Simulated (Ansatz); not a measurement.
# Optical response of CaCu2S2

Aim: the dielectric function of CaCu2S2, and the optical constants that follow from it.

Calculated with Ansatz 0.2.0; DFT, PBE, plane-wave PAW, default files, scalar-relativistic, independent-particle optical response without local fields.

**1. Set-up**

Symmetry: P-3m1, No. 164, trigonal system. The conventional cell has a = 3.940 Å, b = 3.940 Å, c = 6.523 Å, α = 90.00°, β = 90.00°, γ = 120.00°. Nearest to Cu lie 4 S at 2.41 Å. Ca has 6 S at 2.81 Å nearest. Nearest to S lie 4 Cu at 2.41 Å and 3 Ca at 2.81 Å. Farther neighbours and most contacts between anions are not listed.

Coordinates:

```cif
data_structure
_symmetry_space_group_name_H-M 'P 1'
_symmetry_Int_Tables_number 1
_cell_length_a 3.9400
_cell_length_b 3.9400
_cell_length_c 6.5230
_cell_angle_alpha 90.000
_cell_angle_beta 90.000
_cell_angle_gamma 120.000
_cell_volume 87.69
loop_
_atom_site_label
_atom_site_type_symbol
_atom_site_fract_x
_atom_site_fract_y
_atom_site_fract_z
_atom_site_occupancy
Cu1 Cu 0.66667 0.33333 0.62351 1
Cu2 Cu 0.33333 0.66667 0.37649 1
Ca3 Ca 0.00000 0.00000 0.00000 1
S4 S 0.66667 0.33333 0.25370 1
S5 S 0.33333 0.66667 0.74630 1
```

**2. Ground state and bands**

The self-consistent density comes first; it also tells whether there is a gap, which decides the occupations and the need for a Drude term.

This step: DFT, PBE, plane-wave PAW, default files, scalar-relativistic, ground state (Ansatz 0.2.0).

Contents of input.yaml:

```yaml
crystal:
  lattice:
    - [3.9399999606, 0.0, 0.0]
    - [-1.9699999803, 3.4121400568, 0.0]
    - [0.0, 0.0, 6.523]
  atoms:
    - { symbol: Cu, position: [0.6666666667, 0.3333333333, 0.62351] }
    - { symbol: Cu, position: [0.3333333333, 0.6666666667, 0.37649] }
    - { symbol: Ca, position: [0.0, 0.0, 0.0] }
    - { symbol: S, position: [0.6666666667, 0.3333333333, 0.2537] }
    - { symbol: S, position: [0.3333333333, 0.6666666667, 0.7463] }
kpoints:
  mp_grid: { grid: [7, 7, 4] }
  band_path:
    path:
      - [[0.0, 0.0, 0.0], [0.5, 0.0, 0.0], [0.33333333, 0.33333333, 0.0], [0.0, 0.0, 0.0], [0.0, 0.0, 0.5], [0.5, 0.0, 0.5], [0.33333333, 0.33333333, 0.5], [0.0, 0.0, 0.5]]
      - [[0.5, 0.0, 0.5], [0.5, 0.0, 0.0]]
      - [[0.33333333, 0.33333333, 0.0], [0.33333333, 0.33333333, 0.5]]
    npoints: 6
scf:
  occupations: { method: fermi_dirac, width: 0.05 }
  n_extra_bands: 9
hamiltonian:
  xc: pbe
  pseudopotentials: { kind: paw }
output:
  forces: true
  stress: true
  populations: true
  write_bands: true
  write_density: true
  write_potential: true
  elf: true
  volumetric_format: npy
```

Launch:

```bash
$ ansatz run input.yaml --threads 4 --pin off --max-ram 8192MiB --backend cpu --events-out ev --progress --plain --runs-dir out
```

Numbers of over 12 decimals in the logs are rounded to 6 here.

Output:

```text
scf.n_extra_bands = 9 over 30 filled bands (N_el = 60.0): the run solves 39 bands
Engine: ansatz 0.2.0, aarch64-unknown-linux-gnu
Pseudopotentials: kind: paw
Pseudopotential: Cu, paw, valence charge 19, recommended cutoff 420 eV (normal), Cu.paw.azcp
Pseudopotential: Ca, paw, valence charge 10, recommended cutoff 420 eV (normal), Ca.paw.azcp
Pseudopotential: S, paw, valence charge 6, recommended cutoff 420 eV (normal), S.paw.azcp
Functional definition: PBE
  parameter kappa = 0.804
  parameter beta = 0.066725
  exchange = pbe_x(kappa = kappa, mu = beta*pi^2/3)
  correlation = pbe_c(beta = beta)
Crystal: 5 atoms, lattice volume = 87.694 Å³
Basis set: ecut = 420 eV, 1761 PW (Γ), exchange–correlation on 54×54×90 points (8 copies of the dense FFT grid, shifted against one another)
Bands: 39, of which v1, the nominal top of the filled ones, is band 30 counted from 1 (29 counted from 0)
Symmetry: 12 space group operations
Space group: P-3m1 (ITA 164), of the structure as read, at distance tolerance 4.4e-5 Å
k-points: 28 of 196
Non-local potential: Cu, projectors of the file, l = 0: 3, l = 1: 2, l = 2: 3, l = 3: 1
Non-local potential: Ca, projectors of the file, l = 0: 3, l = 1: 2, l = 2: 2
Non-local potential: S, projectors of the file, l = 0: 2, l = 1: 2, l = 2: 2
PAW form: soft (Blöchl's): semilocal exchange-correlation on the pseudo side does not see the compensation charge
PAW one-centre angular grid: Cu, 590 points (default); XC on 64 Gauss nodes
PAW one-centre angular grid: Ca, 110 points (default); XC on 64 Gauss nodes
PAW one-centre angular grid: S, 110 points (default); XC on 64 Gauss nodes
Initial density: superposition of atomic densities (neutral atoms: chi_scale 0, normalization atom), corrected by the library's trained network
Initial wavefunctions: pseudopotential atomic-orbital guess
Functional: x = pbe(κ = 0.804, μ = 0.219515), c = pbe(β = 0.066725)
SCF iter   1: F=—  HF=-16876.012307 eV  |F-HF|=—  |Δ(HF+E_count)|=         —  Δρ=1.44e-3  dr2=1.91e-3  ethr=1.77e-3  ⟨swp⟩=8.6  Hψ=5184  notcnv=0  defer=10
preconditioner: auto → Resta (q_TF=auto, 2.561 Å⁻¹)  ε∞=6.6  [insulator: Δε(μ)=1.075 eV  Ē_g=10.888 eV  σ=0.050 eV  W_gap=1.00  n_scr=22 (ndim 8)  ℏωp=25.7 eV  f_vac=0.020  D(μ)=0.00/eV (n_scr^D=0)  ε∞_Penn≈6.6]
SCF iter   2: F=—  HF=-16876.013129 eV  |F-HF|=—  |Δ(HF+E_count)|=   8.22e-4  Δρ=1.87e-3  dr2=2.63e-3  ethr=3.19e-6  ⟨swp⟩=2.0  Hψ=1932  notcnv=0  defer=23
SCF iter   3: F=—  HF=-16876.012733 eV  |F-HF|=—  |Δ(HF+E_count)|=   3.96e-4  Δρ=4.86e-4  dr2=3.19e-4  ethr=3.19e-6  ⟨swp⟩=2.0  Hψ=1331  notcnv=0  defer=23
SCF iter   4: F=—  HF=-16876.012774 eV  |F-HF|=—  |Δ(HF+E_count)|=   4.01e-5  Δρ=3.87e-4  dr2=1.27e-4  ethr=5.32e-7  ⟨swp⟩=2.0  Hψ=1476  notcnv=0  defer=23
SCF iter   5: F=—  HF=-16876.012775 eV  |F-HF|=—  |Δ(HF+E_count)|=   1.35e-6  Δρ=5.75e-5  dr2=2.53e-6  ethr=2.12e-7  ⟨swp⟩=2.0  Hψ=1351  notcnv=0  defer=23
SCF iter   6: F=—  HF=-16876.012665 eV  |F-HF|=—  |Δ(HF+E_count)|=   1.10e-4  Δρ=2.52e-5  dr2=5.51e-7  ethr=4.22e-9  ⟨swp⟩=2.0  Hψ=1590  notcnv=0  defer=23
SCF iter   7: F=-16876.012665 eV  HF=-16876.012665 eV  |F-HF|=4.81e-9  |Δ(HF+E_count)|=   3.29e-8  Δρ=3.65e-6  dr2=1.82e-8  ethr=1.67e-10  ⟨swp⟩=10.4  Hψ=7433  notcnv=0
SCF 1 converged in 7 iterations: F = -16876.012665 eV  dr2 = 1.82e-8
  greatest PAW one-centre occupation: 1.000 electrons in one spin orbital (limit 2), on the Cu atom at site 1 (counted from 0), in its partial waves of l = 0
NSCF: frozen V_eff on 57 k-points
SCF converged after 7 iterations
Free energy (F): -16876.012665 eV
Harris-Foulkes:  -16876.012665 eV  (|F-HF|=4.81e-9)
Internal energy: -16876.012664 eV  (E = F + TS)
E sigma→0 (E₀):  -16876.012664 eV
Entropy (-TS):   -0.000000 eV (-0.000 meV/atom)
Fermi energy:    10.552110 eV
--- Per-component energies (eV) ---
  E_band       = -1027.869709
  E_kinetic    = 1095.662920
  E_local      = -12430.662837  (includes V_loc(G=0)·N_el)
  E_nonlocal   = 919.877953
  E_hartree    = 5487.279601
  E_xc         = -510.180687
  E_vxc        = -576.809197  (∫ρ·V_xc dr)
  E_paw        = -5402.330552  (= ΣΔE_a)
  E_vpaw       = -1010.503787  (= ΣTr[D̂ρ^β])
  E_aug_tail   = 0.000607  (compensation charges beyond the density's cutoff)
  E_ewald      = -6035.659669
  E_smearing   = -0.000000  (= −TS)
  E_closure    = 0.000000  (closes the sum)
  Σ components = -16876.012665   (vs F -16876.012665, Δ=0.00e0)
--- Forces (eV/Å), atoms counted from 1 ---
  atom   1  Cu    -0.00000000    -0.00000000     0.00544654
  atom   2  Cu    -0.00000000    -0.00000000    -0.00544654
  atom   3  Ca    -0.00000000     0.00000000     0.00000000
  atom   4  S     -0.00000000     0.00000000     0.25957538
  atom   5  S     -0.00000000     0.00000000    -0.25957538
  max |Σ_I F_I| component: 2.31e-17 eV/Å
--- Stress (GPa, compression-positive) ---
       -0.788793       0.000000      -0.000000
        0.000000      -0.788793       0.000000
        0.000000       0.000000      -0.557692
  P = ⅓ Tr σ = -0.7118 GPa (-7.118 kbar)
--- Band table (eV; the first three rows and the last of 28) ---
  k-point 0: bands = [... 26 lower, 9.3519, 9.8486, 9.9871, 9.9871, 11.0641, 12.2349, 12.7738, 13.2567, ... 5 higher]
  k-point 1: bands = [... 26 lower, 9.3786, 9.4834, 9.8559, 9.8559, 11.7656, 12.1903, 13.0661, 13.3243, ... 5 higher]
  k-point 2: bands = [... 26 lower, 9.4250, 9.4250, 9.7103, 9.7103, 11.9735, 12.3341, 13.3244, 13.3244, ... 5 higher]
  k-point 27: bands = [... 26 lower, 8.2784, 8.7596, 9.0047, 9.2359, 12.8452, 13.1689, 14.1317, 14.5232, ... 5 higher]
--- Löwdin populations: 5 sites ---
  site symbol       q [e]
     0     Cu     18.4604
     1     Cu     18.4604
     2     Ca      8.4047
     3      S      6.9820
     4      S      6.9820
  spilling = 0.011842 (of n_electrons = 60.000000)
```

The job ended after 3.9 s (4 threads of Arm Neoverse V1, shared host; peak memory 0.43 GiB).

Reading the cycles: dr2 is the Hartree energy of the density residual (eV), the measure of convergence; HF is the Harris–Foulkes estimate of the energy, which meets the free energy F at convergence.

Numbers from this step:

| Item | Value |
| --- | --- |
| free energy | -16876.0127 eV |
| Fermi energy | 10.55 eV |
| gap by band count | 1.077 eV |
| electrons | 60 |
| symmetry operations | 12 |
| pressure | -0.7118 GPa |
| volume | 87.69 Å³ |
| gap on the path | 1.077 eV |
| least direct gap on the path | 1.077 eV |

There is a gap, 1.08 eV on the path, so no carriers' term is needed. The cell is left with a pressure of -0.7 GPa and forces up to 0.26 eV/Å, as it stands unrelaxed at this level.

The electronic bands at the labelled points (eV, zero at the Fermi level; v1 is the highest filled band, c1 the lowest empty one):

| point | v4 | v3 | v2 | v1 | c1 | c2 | c3 | c4 |
| --- | --- | --- | --- | --- | --- | --- | --- | --- |
| Γ | -1.20 | -0.70 | -0.56 | -0.56 | 0.51 | 1.68 | 2.22 | 2.71 |
| halfway | -1.75 | -1.54 | -1.12 | -1.00 | 1.72 | 1.92 | 3.52 | 3.56 |
| M | -2.19 | -2.15 | -1.98 | -1.18 | 1.46 | 2.71 | 3.42 | 4.49 |
| halfway | -2.15 | -2.04 | -1.95 | -1.16 | 2.14 | 2.73 | 3.37 | 3.97 |
| K | -2.35 | -1.96 | -1.96 | -1.17 | 2.95 | 3.00 | 3.00 | 3.59 |
| halfway | -1.87 | -1.69 | -1.41 | -0.91 | 1.90 | 2.44 | 2.82 | 3.73 |
| Γ | -1.20 | -0.70 | -0.56 | -0.56 | 0.51 | 1.68 | 2.22 | 2.71 |
| halfway | -1.17 | -1.07 | -0.70 | -0.70 | 1.21 | 1.64 | 2.51 | 2.77 |
| A | -1.13 | -1.13 | -0.84 | -0.84 | 1.42 | 1.78 | 2.77 | 2.77 |
| halfway | -1.73 | -1.53 | -1.24 | -1.05 | 1.75 | 2.37 | 2.96 | 3.21 |
| L | -2.18 | -2.15 | -1.33 | -1.04 | 1.41 | 2.39 | 2.44 | 3.69 |
| halfway | -2.23 | -1.95 | -1.40 | -1.24 | 1.85 | 2.78 | 3.18 | 3.36 |
| H | -2.32 | -1.68 | -1.68 | -1.34 | 2.55 | 2.55 | 3.60 | 4.05 |
| halfway | -1.95 | -1.56 | -1.30 | -1.17 | 2.07 | 2.60 | 2.77 | 2.98 |
| A | -1.13 | -1.13 | -0.84 | -0.84 | 1.42 | 1.78 | 2.77 | 2.77 |
| jump to L | -2.18 | -2.15 | -1.33 | -1.04 | 1.41 | 2.39 | 2.44 | 3.69 |
| halfway | -2.17 | -2.16 | -1.68 | -1.11 | 1.45 | 2.35 | 3.45 | 3.72 |
| M | -2.19 | -2.15 | -1.98 | -1.18 | 1.46 | 2.71 | 3.42 | 4.49 |
| jump to K | -2.35 | -1.96 | -1.96 | -1.17 | 2.95 | 3.00 | 3.00 | 3.59 |
| halfway | -2.33 | -1.83 | -1.83 | -1.26 | 2.76 | 2.76 | 3.25 | 3.83 |
| H | -2.32 | -1.68 | -1.68 | -1.34 | 2.55 | 2.55 | 3.60 | 4.05 |

Valence density in the ac plane at fractional y = 0.333, with atoms of Cu and S within 0.2 Å of it. It is the smooth field of the valence electrons, not physical close to the nuclei.

Values in e/Å³, 23 rows by 14 columns, each cell a mean:
```
 0  0  0  0  0  0  0  0  0  0  0  0  0  0
 0  0  0  0  0  0  0  0  0  0  0  0  0  0
 0  0  0  0  0  0  0  0  0  0  0  0  0  0
 0  0  0  0  0  0  0  0  0  0  0  0  0  0
 0  0  0  0  0  0  0  0  0  0  0  0  0  0
 0  0  0  0  0  0  0  0  1  1  1  1  0  0
 0  0  0  0  0  0  0  1  4  7  5  2  0  0
 0  0  0  0  0  0  1  4 16 36 26  7  1  0
 0  0  0  0  0  0  1  5 23 52 36  9  1  0
 0  0  0  0  0  0  0  3 10 21 15  4  1  0
 0  0  0  0  0  0  0  1  2  4  3  1  0  0
 0  0  0  0  0  0  0  0  1  1  1  0  0  0
 0  0  0  0  0  0  0  0  0  0  0  0  0  0
 0  0  0  0  0  0  0  0  1  1  1  0  0  0
 0  0  0  0  0  0  0  1  1  1  1  1  1  0
 0  0  0  0  0  0  1  1  1  1  1  1  1  0
 0  0  0  0  0  0  1  1  1  0  1  1  1  0
 0  0  0  0  0  0  1  1  1  0  1  1  1  0
 0  0  0  0  0  0  1  1  1  1  1  1  1  0
 0  0  0  0  0  0  0  1  1  1  1  1  0  0
 0  0  0  0  0  0  0  0  0  0  0  0  0  0
 0  0  0  0  0  0  0  0  0  0  0  0  0  0
 0  0  0  0  0  0  0  0  0  0  0  0  0  0
```
Atoms in or near the plane, at fractional coordinates: Cu at (0.67, 0.62), S at (0.67, 0.25).

Electrostatic potential energy in the ac plane at fractional y = 0.333, with atoms of Cu and S within 0.2 Å of it. With pseudopotentials it is smooth inside the atoms' cores, unlike the true potential.

Ten even steps from '0' (-37 eV) to '9' (13 eV), each cell a mean:
```
98888999999999
99889999999999
99999999999999
99999999999999
99999999999999
99999998656799
99999985201479
99999972000168
99999971000058
99999983000269
99999996322589
99999998777899
99999999989999
99999999878899
99999996433689
99999984111379
99999972233258
99999973232268
99999985222479
99999998655789
99999999988999
98888999999999
88888999999999
```
Atoms in or near the plane, at fractional coordinates: Cu at (0.67, 0.62), S at (0.67, 0.25).

(Part 1 of 2 ends here.)

[Logs are printed without paths, hosts, clocks, repeated set-up lines and the standing remarks that a program may print on its own settings, such as how far it seeks lower states.]

[Hosts, paths, dates, database ids (printed as entryN), source tags and the programs' standing remarks are cut or masked in the printed files.]
